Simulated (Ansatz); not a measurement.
# InH (model cell, started as wurtzite): a soft mode frozen in, part 2 of 3

Wanted: the energy along a soft mode of InH (model cell, started as wurtzite) and the structure at the end.

Ansatz 0.2.0; DFT PBEsol, scalar-relativistic, plane waves, PAW.

So far, highest frequency on the path or at a solved wavevector (cm⁻¹): step 2 (phonons on a q mesh) 792. Also lowest frequency on the path (cm⁻¹): step 2 -544.

The structure was built from a prototype and need not be the compound's stable phase.

## (4) The mode frozen in, largest atomic shift 0.45 Å

The atoms are moved along the unstable eigenvector, the largest shift by 0.45 Å, with the cell fixed.

Contents of input.yaml:

```yaml
crystal:
  lattice:
    - [4.8902755167, -2.8234018859, 0.0]
    - [4.8902755166, 2.823401886, 0.0]
    - [0.0, 0.0, 6.8269828696]
  atoms:
    - { symbol: In, position: [0.6669316181, 0.3333333333, 0.0396338454] }
    - { symbol: In, position: [-0.0002649543, 0.6669316334, 0.039633848] }
    - { symbol: In, position: [0.3333333458, -0.0002649667, 0.039633848] }
    - { symbol: In, position: [-0.0002649514, 0.3333333333, 0.5396338454] }
    - { symbol: In, position: [0.3333333209, 0.6669316334, 0.539633848] }
    - { symbol: In, position: [0.666931621, -0.0002649667, 0.539633848] }
    - { symbol: H, position: [0.5869755674, 0.3333333333, 0.3353663025] }
    - { symbol: H, position: [0.0796897448, 0.5869753854, 0.3353660781] }
    - { symbol: H, position: [0.3333317969, 0.0796912813, 0.3353660781] }
    - { symbol: H, position: [0.0796910993, 0.3333333333, 0.8353663025] }
    - { symbol: H, position: [0.3333348698, 0.5869753854, 0.8353660781] }
    - { symbol: H, position: [0.5869769218, 0.0796912813, 0.8353660781] }
kpoints:
  mp_grid: { grid: [9, 9, 6] }
hamiltonian:
  xc: pbesol
scf:
  occupations: { method: methfessel_paxton, width: 0.2 }
output:
  forces: true
  stress: true
  eigenvalues: true
```

Run with:

```bash
$ ansatz run input.yaml --threads 4 --pin off --max-ram 7168MiB --backend cpu --events-out ev --progress --plain --runs-dir out
```

Numbers of over 12 decimals in the logs are rounded to 6 here.

The program printed:

```text
[...]
k-point 0: bands = [... 38 lower, 6.6485, 6.6485, 7.3093, 8.0758, 8.0758, 8.9126, 8.9241, 8.9241, ... 8 higher]
  k-point 1: bands = [... 38 lower, 6.4944, 6.4944, 7.3982, 7.6650, 7.6650, 8.6189, 9.0453, 9.3721, ... 8 higher]
  k-point 2: bands = [... 38 lower, 6.3762, 6.3762, 7.0373, 7.0373, 7.6580, 8.0876, 8.4560, 8.5674, ... 8 higher]
  k-point 47: bands = [... 38 lower, 6.9049, 6.9049, 7.4033, 7.4033, 9.5368, 9.5368, 9.8568, 9.8568, ... 8 higher]
[key lines of the parts left out:]
SCF converged after 7 iterations
Free energy (F): -33241.701092 eV
Fermi energy:    8.406435 eV
P = ⅓ Tr σ = 0.0835 GPa (0.835 kbar)
```

It took 7.4 s on 4 threads of Arm Neoverse V2, shared host; peak memory 0.69 GiB.

This step gave:

- pressure: 0.08346 GPa
- energy from the undistorted cell: -31.67 meV/atom

The energy, extrapolated to zero smearing, is -31.67 meV/atom against the undistorted cell.

The run ends at a pressure of 0.08 GPa, with forces up to 0.17 eV/Å.

## (5) Energy along the mode, all amplitudes (two of the runs are shown above)

An imaginary frequency means negative curvature, so the energy should fall and then rise again as anharmonic terms take over.

This step gave:

```
depth at the lowest point sampled  : 31.67 meV/atom
largest atomic shift at that point : 0.45 Å
```

Table of energy from the parent by largest shift of an atom, one sign:

```
largest shift of an atom, one sign (Å)  energy from the parent (meV/atom)
                                 0.000                                  0
                                 0.040                             -0.444
                                 0.080                              -1.79
                                 0.140                              -5.42
                                 0.220                              -12.6
                                 0.320                              -22.7
                                 0.450                              -31.7
                                 0.600                              -29.0
```

Displacement at unit largest shift by atom:

```
atom  x (Å)  y (Å)  z (Å)  size
 In1   0.00   0.00   0.00  0.00
 In2   0.00   0.00   0.00  0.00
 In3   0.00   0.00   0.00  0.00
 In4   0.00   0.00   0.00  0.00
 In5   0.00   0.00   0.00  0.00
 In6   0.00   0.00   0.00  0.00
  H7  -0.87   0.50   0.00  1.00
  H8   0.00  -1.00   0.00  1.00
  H9   0.87   0.50   0.00  1.00
 H10   0.87  -0.50   0.00  1.00
 H11  -0.87  -0.50   0.00  1.00
 H12   0.00   1.00   0.00  1.00
```

The lowest of the steps tried is at 0.45 Å, 31.7 meV/atom below the parent; the bottom of the well need not coincide with a step.

## (6) Relaxing from the distorted cell

Starting from the lowest point found, all atoms and the cell are let go, so that strain and other modes of the same symmetry can join in.

input.yaml, as its differences from that of step 4:

```diff
@@ -28 +28,6 @@
   eigenvalues: true
+relax:
+  adjacent_minimum: "off"
+  f_tol: 0.002
+  max_steps: 120
+  cell: { stress_tol: 0.03 }
```

The program printed:

```text
[...]
Crystal: 12 atoms, lattice volume = 188.523 Å³
Basis set: ecut = 420 eV, 3683 PW (Γ), exchange–correlation on 80×80×96 points (8 copies of the dense FFT grid, shifted against one another)
Bands: 54, of which v1, the nominal top of the filled ones, is band 42 counted from 1 (41 counted from 0)
Symmetry: 12 space group operations
[...]
k-points: 48 of 486 (time reversal used)
[...]
SCF iter   1: F=—  HF=-33241.745423 eV  |F-HF|=—  |Δ(HF+E_count)|=         —  Δρ=7.69e-3  dr2=1.12e-1  ethr=1.77e-3  ⟨swp⟩=6.6  Hψ=10464  notcnv=0
[...]
SCF iter   7: F=-33241.701092 eV  HF=-33241.701092 eV  |F-HF|=1.86e-8  |Δ(HF+E_count)|=   1.71e-7  S|Δr|=    0.00e0  Δρ=5.26e-6  dr2=7.39e-8  ethr=1.19e-10  ⟨swp⟩=9.6  Hψ=11077  notcnv=0
SCF 1 converged in 7 iterations: F = -33241.701092 eV  dr2 = 7.39e-8
[...]
relax step   1: F+E_penalty+E_count = -33241.70109220 eV  Δ(F+E_penalty+E_count) = +0.000e0 eV  max|allowed force component| = 1.275e-1 eV/Å  Δτ_max = 0.0000 Å  P = +0.083 GPa  Ω = 188.523 Å³  (7 SCF iters, dr2 threshold 1.00e-7 eV, accepted)
Crystal: 12 atoms, lattice volume = 190.214 Å³
Basis set: ecut = 420 eV, 3729 PW (Γ), exchange–correlation on 80×80×96 points (8 copies of the dense FFT grid, shifted against one another)
[...]
SCF iter   6: F=-33241.780255 eV  HF=-33241.780255 eV  |F-HF|=3.57e-8  |Δ(HF+E_count)|=   6.89e-7  S|Δr|=    0.00e0  Δρ=8.63e-6  dr2=1.63e-7  ethr=1.43e-9  ⟨swp⟩=6.7  Hψ=9999  notcnv=0
SCF 2 converged in 6 iterations: F = -33241.780255 eV  dr2 = 1.63e-7
[...]
relax step   2: F+E_penalty+E_count = -33241.78025533 eV  Δ(F+E_penalty+E_count) = -7.916e-2 eV  max|allowed force component| = 2.312e-1 eV/Å  Δτ_max = 0.1949 Å  P = -0.803 GPa  Ω = 190.214 Å³  energy of the carried Pulay correction = -9.147e-4 eV  (6 SCF iters, dr2 threshold 1.20e-6 eV, accepted)
Crystal: 12 atoms, lattice volume = 192.671 Å³
Basis set: ecut = 420 eV, 3753 PW (Γ), exchange–correlation on 80×80×96 points (8 copies of the dense FFT grid, shifted against one another)
[...]
SCF iter   6: F=-33241.874751 eV  HF=-33241.874752 eV  |F-HF|=9.67e-8  |Δ(HF+E_count)|=   5.38e-9  S|Δr|=    0.00e0  Δρ=7.78e-6  dr2=2.25e-7  ethr=1.43e-9  ⟨swp⟩=6.4  Hψ=9902  notcnv=0
SCF 3 converged in 6 iterations: F = -33241.874751 eV  dr2 = 2.25e-7
relax step   3: F+E_penalty+E_count = -33241.87475142 eV  Δ(F+E_penalty+E_count) = -9.450e-2 eV  max|allowed force component| = 1.370e-2 eV/Å  Δτ_max = 0.0526 Å  P = -0.611 GPa  Ω = 192.671 Å³  energy of the carried Pulay correction = -2.229e-3 eV  (6 SCF iters, dr2 threshold 1.20e-6 eV, accepted)
[... from here on, the SCF cycles and remarks between the steps are left out ...]
relax step   4: F+E_penalty+E_count = -33241.89477396 eV  Δ(F+E_penalty+E_count) = -2.002e-2 eV  max|allowed force component| = 1.620e-1 eV/Å  Δτ_max = 0.0636 Å  P = +1.061 GPa  Ω = 186.584 Å³  energy of the carried Pulay correction = +1.059e-3 eV  (6 SCF iters, dr2 threshold 1.20e-6 eV, accepted)
relax step   5: F+E_penalty+E_count = -33242.01800613 eV  Δ(F+E_penalty+E_count) = -1.232e-1 eV  max|allowed force component| = 1.606e-1 eV/Å  Δτ_max = 0.0987 Å  P = +1.095 GPa  Ω = 188.022 Å³  energy of the carried Pulay correction = +2.724e-4 eV  (6 SCF iters, dr2 threshold 1.20e-6 eV, accepted)
relax step   6: F+E_penalty+E_count = -33242.12978437 eV  Δ(F+E_penalty+E_count) = -1.118e-1 eV  max|allowed force component| = 1.272e-1 eV/Å  Δτ_max = 0.0854 Å  P = -0.169 GPa  Ω = 190.164 Å³  energy of the carried Pulay correction = -8.875e-4 eV  (6 SCF iters, dr2 threshold 1.20e-6 eV, accepted)
relax step   7: F+E_penalty+E_count = -33242.13577448 eV  Δ(F+E_penalty+E_count) = -5.990e-3 eV  max|allowed force component| = 1.452e-1 eV/Å  Δτ_max = 0.0527 Å  P = +0.831 GPa  Ω = 187.621 Å³  energy of the carried Pulay correction = +4.913e-4 eV  (6 SCF iters, dr2 threshold 1.01e-6 eV, accepted)
relax step   8: F+E_penalty+E_count = -33242.20004181 eV  Δ(F+E_penalty+E_count) = -6.427e-2 eV  max|allowed force component| = 2.795e-2 eV/Å  Δτ_max = 0.1119 Å  P = -0.079 GPa  Ω = 190.518 Å³  energy of the carried Pulay correction = -1.078e-3 eV  (6 SCF iters, dr2 threshold 1.20e-6 eV, accepted)
relax step   9: F+E_penalty+E_count = -33242.20055446 eV  Δ(F+E_penalty+E_count) = -5.127e-4 eV  max|allowed force component| = 1.163e-2 eV/Å  Δτ_max = 0.0138 Å  P = +0.383 GPa  Ω = 188.013 Å³  energy of the carried Pulay correction = +2.773e-4 eV  (6 SCF iters, dr2 threshold 5.64e-8 eV, rejected (line search))
relax step  10: F+E_penalty+E_count = -33242.20290327 eV  Δ(F+E_penalty+E_count) = -2.861e-3 eV  max|allowed force component| = 6.725e-3 eV/Å  Δτ_max = 0.0150 Å  P = -0.011 GPa  Ω = 189.810 Å³  energy of the carried Pulay correction = -6.969e-4 eV  (9 SCF iters, accepted)
relax step  11: F+E_penalty+E_count = -33242.20347981 eV  Δ(F+E_penalty+E_count) = -5.765e-4 eV  max|allowed force component| = 7.048e-3 eV/Å  Δτ_max = 0.0178 Å  P = +0.051 GPa  Ω = 189.402 Å³  energy of the carried Pulay correction = -4.761e-4 eV  (7 SCF iters, dr2 threshold 2.83e-9 eV, accepted)
relax step  12: F+E_penalty+E_count = -33242.20346053 eV  Δ(F+E_penalty+E_count) = +1.928e-5 eV  max|allowed force component| = 2.502e-3 eV/Å  Δτ_max = 0.0040 Å  P = -0.011 GPa  Ω = 189.639 Å³  energy of the carried Pulay correction = -6.045e-4 eV  (5 SCF iters, dr2 threshold 1.95e-8 eV, accepted)
relax step  13: F+E_penalty+E_count = -33242.20350307 eV  Δ(F+E_penalty+E_count) = -4.254e-5 eV  max|allowed force component| = 1.412e-3 eV/Å  Δτ_max = 0.0007 Å  P = -0.003 GPa  Ω = 189.578 Å³  energy of the carried Pulay correction = -5.717e-4 eV  (5 SCF iters, dr2 threshold 3.91e-10 eV, accepted)
relax step  14: F+E_penalty+E_count = -33242.28673191 eV  Δ(F+E_penalty+E_count) = -8.323e-2 eV  max|allowed force component| = 4.793e-3 eV/Å  Δτ_max = 0.0000 Å  P = +0.636 GPa  Ω = 189.578 Å³  stress off target by 9.80e-1 GPa  SCF on the basis re-selected at this cell (its energy is not comparable with the rows above)  (7 SCF iters)
relax step  15: F+E_penalty+E_count = -33242.32137860 eV  Δ(F+E_penalty+E_count) = -3.465e-2 eV  max|allowed force component| = 1.199e-2 eV/Å  Δτ_max = 0.0374 Å  P = +0.420 GPa  Ω = 191.311 Å³  energy of the carried Pulay correction = -7.850e-4 eV  (5 SCF iters, dr2 threshold 1.20e-6 eV, accepted)
relax step  16: F+E_penalty+E_count = -33242.34512813 eV  Δ(F+E_penalty+E_count) = -2.375e-2 eV  max|allowed force component| = 1.660e-2 eV/Å  Δτ_max = 0.0833 Å  P = +0.084 GPa  Ω = 194.251 Å³  energy of the carried Pulay correction = -2.060e-3 eV  (6 SCF iters, dr2 threshold 9.74e-7 eV, accepted)
relax step  17: F+E_penalty+E_count = -33242.34100659 eV  Δ(F+E_penalty+E_count) = +4.122e-3 eV  max|allowed force component| = 2.111e-2 eV/Å  Δτ_max = 0.0335 Å  P = -0.440 GPa  Ω = 197.364 Å³  energy of the carried Pulay correction = -3.997e-3 eV  (6 SCF iters, dr2 threshold 2.59e-7 eV, rejected (line search))
relax step  18: F+E_penalty+E_count = -33242.34778078 eV  Δ(F+E_penalty+E_count) = -2.653e-3 eV  max|allowed force component| = 7.664e-3 eV/Å  Δτ_max = 0.0167 Å  P = +0.002 GPa  Ω = 194.951 Å³  energy of the carried Pulay correction = -2.535e-3 eV  (9 SCF iters, accepted)
relax step  19: F+E_penalty+E_count = -33242.34798290 eV  Δ(F+E_penalty+E_count) = -2.021e-4 eV  max|allowed force component| = 3.418e-3 eV/Å  Δτ_max = 0.0038 Å  P = +0.006 GPa  Ω = 194.767 Å³  energy of the carried Pulay correction = -2.441e-3 eV  (6 SCF iters, dr2 threshold 3.67e-9 eV, accepted)
relax step  20: F+E_penalty+E_count = -33242.34802793 eV  Δ(F+E_penalty+E_count) = -4.503e-5 eV  max|allowed force component| = 2.661e-3 eV/Å  Δτ_max = 0.0028 Å  P = +0.005 GPa  Ω = 194.760 Å³  energy of the carried Pulay correction = -2.435e-3 eV  (7 SCF iters, dr2 threshold 7.30e-10 eV, accepted)
relax step  21: F+E_penalty+E_count = -33242.34799564 eV  Δ(F+E_penalty+E_count) = +3.230e-5 eV  max|allowed force component| = 4.876e-4 eV/Å  Δτ_max = 0.0016 Å  P = -0.001 GPa  Ω = 194.870 Å³  energy of the carried Pulay correction = -2.497e-3 eV  (6 SCF iters, dr2 threshold 4.42e-10 eV, accepted)
relax step  22: F+E_penalty+E_count = -33242.35299656 eV  Δ(F+E_penalty+E_count) = -5.001e-3 eV  max|allowed force component| = 1.231e-3 eV/Å  Δτ_max = 0.0000 Å  P = +0.000 GPa  Ω = 194.870 Å³  stress off target by 3.26e-2 GPa  SCF on the basis re-selected at this cell (its energy is not comparable with the rows above)  (6 SCF iters)
relax step  23: F+E_penalty+E_count = -33242.35300666 eV  Δ(F+E_penalty+E_count) = -1.010e-5 eV  max|allowed force component| = 1.097e-3 eV/Å  Δτ_max = 0.0027 Å  P = -0.009 GPa  Ω = 194.951 Å³  energy of the carried Pulay correction = -4.229e-5 eV  (6 SCF iters, dr2 threshold 2.66e-9 eV, accepted)
[...]
SCF iter   4: F=-33242.353062 eV  HF=-33242.353062 eV  |F-HF|=2.91e-11  |Δ(HF+E_count)|=   3.21e-8  S|Δr|=    0.00e0  Δρ=1.46e-7  dr2=3.40e-11  ethr=1.00e-12  ⟨swp⟩=5.0  Hψ=11392  notcnv=0
SCF 24 converged in 4 iterations: F = -33242.353062 eV  dr2 = 3.40e-11
relax step  24: F+E_penalty+E_count = -33242.35306220 eV  Δ(F+E_penalty+E_count) = -5.554e-5 eV  max|allowed force component| = 1.116e-3 eV/Å  Δτ_max = 0.0000 Å  P = -0.009 GPa  Ω = 194.951 Å³  stress off target by 9.76e-3 GPa  SCF on the basis re-selected at this cell (its energy is not comparable with the rows above)  (4 SCF iters)
[...]
SCF converged after 4 iterations
[...]
Free energy (F): -33242.353062 eV
[...]
Internal energy: -33242.349986 eV  (E = F + TS)
E sigma→0 (E₀):  -33242.352293 eV
Entropy (-TS):   -0.003076 eV (-0.256 meV/atom)
Fermi energy:    7.777860 eV
[...]
--- Forces (eV/Å), atoms counted from 1 ---
  atom   1  In    -0.00096673     0.00055814     0.00023550
  atom   2  In     0.00000000    -0.00111628     0.00023550
  atom   3  In     0.00096673     0.00055814     0.00023550
  atom   4  In     0.00096673    -0.00055814     0.00023550
  atom   5  In    -0.00096673    -0.00055814     0.00023550
  atom   6  In    -0.00000000     0.00111628     0.00023550
  atom   7  H      0.00022253    -0.00012848    -0.00023569
  atom   8  H     -0.00000000     0.00025695    -0.00023569
  atom   9  H     -0.00022253    -0.00012848    -0.00023569
  atom  10  H     -0.00022253     0.00012848    -0.00023569
  atom  11  H      0.00022253     0.00012848    -0.00023569
  atom  12  H      0.00000000    -0.00025695    -0.00023569
  max |Σ_I F_I| component: 1.11e-6 eV/Å
--- Stress (GPa, compression-positive) ---
       -0.008816      -0.000000      -0.000000
       -0.000000      -0.008816       0.000000
       -0.000000       0.000000      -0.009760
  P = ⅓ Tr σ = -0.0091 GPa (-0.091 kbar)
--- Band table (eV; the first three rows and the last of 48) ---
  k-point 0: bands = [... 38 lower, 6.1741, 6.1741, 6.2061, 8.9860, 8.9860, 9.3099, 10.3333, 10.3333, ... 8 higher]
  k-point 1: bands = [... 38 lower, 5.4897, 5.7941, 7.0952, 7.5378, 7.5378, 9.3018, 10.5264, 10.5264, ... 8 higher]
  k-point 2: bands = [... 38 lower, 4.7401, 5.8809, 5.8809, 6.4586, 6.7220, 8.9270, 10.8681, 11.1218, ... 8 higher]
  k-point 47: bands = [... 38 lower, 5.6570, 5.6570, 6.3298, 6.3298, 9.5536, 9.5536, 9.5536, 9.5536, ... 8 higher]
--- Relaxed structure (21 steps of the walk, 19 accepted, 3 SCFs on fresh bases) ---
  F+E_penalty+E_count = -33242.35306220 eV   max|allowed force component| = 1.116e-3 eV/Å   (the final SCF, on the basis selected at the relaxed cell)
  cell:  # Å, volume = 194.9510 Å³
    - [5.963675, -3.443130, -6.440234718975176e-17]
    - [5.963675, 3.443130, -6.747499200756137e-17]
    - [-9.20525165220773e-17, -3.7148260131156885e-18, 4.747097]
  atoms:
    - { symbol: In, position: [0.677663, 0.333333, -0.00952667] }
    - { symbol: In, position: [-0.010996, 0.677663, -0.00952667] }
    - { symbol: In, position: [0.333333, -0.010996, -0.00952667] }
    - { symbol: In, position: [-0.010996, 0.333333, 0.490473] }
    - { symbol: In, position: [0.333333, 0.677663, 0.490473] }
    - { symbol: In, position: [0.677663, -0.010996, 0.490473] }
    - { symbol: H, position: [0.544401, 0.333333, 0.384527] }
    - { symbol: H, position: [0.122265, 0.544401, 0.384527] }
    - { symbol: H, position: [0.333333, 0.122265, 0.384527] }
    - { symbol: H, position: [0.122265, 0.333333, 0.884527] }
    - { symbol: H, position: [0.333333, 0.544401, 0.884527] }
    - { symbol: H, position: [0.544401, 0.122265, 0.884527] }
```

Elapsed: 3.7 min, on 4 threads; peak memory 0.76 GiB.

(Continued in part 3 of 3.)

[Logs are printed without paths, hosts, clocks, repeated set-up lines and the standing remarks that a program may print on its own settings, such as how far it seeks lower states.]

[Hosts, paths, dates, database ids (printed as entryN), source tags and the programs' standing remarks are cut or masked in the printed files.]
